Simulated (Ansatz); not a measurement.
Rows from a G0W0 calculation on Bi2Se3 (Paraguanajuatite) (Ansatz 0.2.0; G0W0 on PBE with a share 0.35 of exact exchange, plane waves, PAW; PAW set soft_1; 4×4×4 mesh, 591 empty bands, screening to 150 eV, PAW set soft_1 files), in eV. Spin-orbit coupling is left out.

| row | Σx | Σc | Vxc | Z |
| --- | --- | --- | --- | --- |
| A | -17.15 | 1.46 | -16.07 | 0.79 |
| B | -9.56 | -3.29 | -12.39 | 0.82 |
| C | -9.29 | -3.18 | -12.01 | 0.82 |
| D | -16.67 | 0.47 | -16.43 | 0.80 |

Question: Which rows are filled states and which are empty ones, and how can one tell?

Filled: A and D. Empty: B and C. The sign of Σc tells: for a filled state bare exchange, which holds its interaction with itself, lies below Vxc (Σx − Vxc is -0.2 eV or lower here) and screening gives part back as a positive Σc. For an empty state Σx lies above Vxc (+2.7 eV or more) and the Coulomb hole leaves Σc negative.

[Runs of the session that timed out or met a known fault of the program may be left out.]

[Cells called generated may have been cut or substituted from an entry of the Crystallography Open Database or the Materials Project.]

[Hosts, paths, dates, database ids (printed as entryN), source tags and the programs' standing remarks are cut or masked in the printed files.]
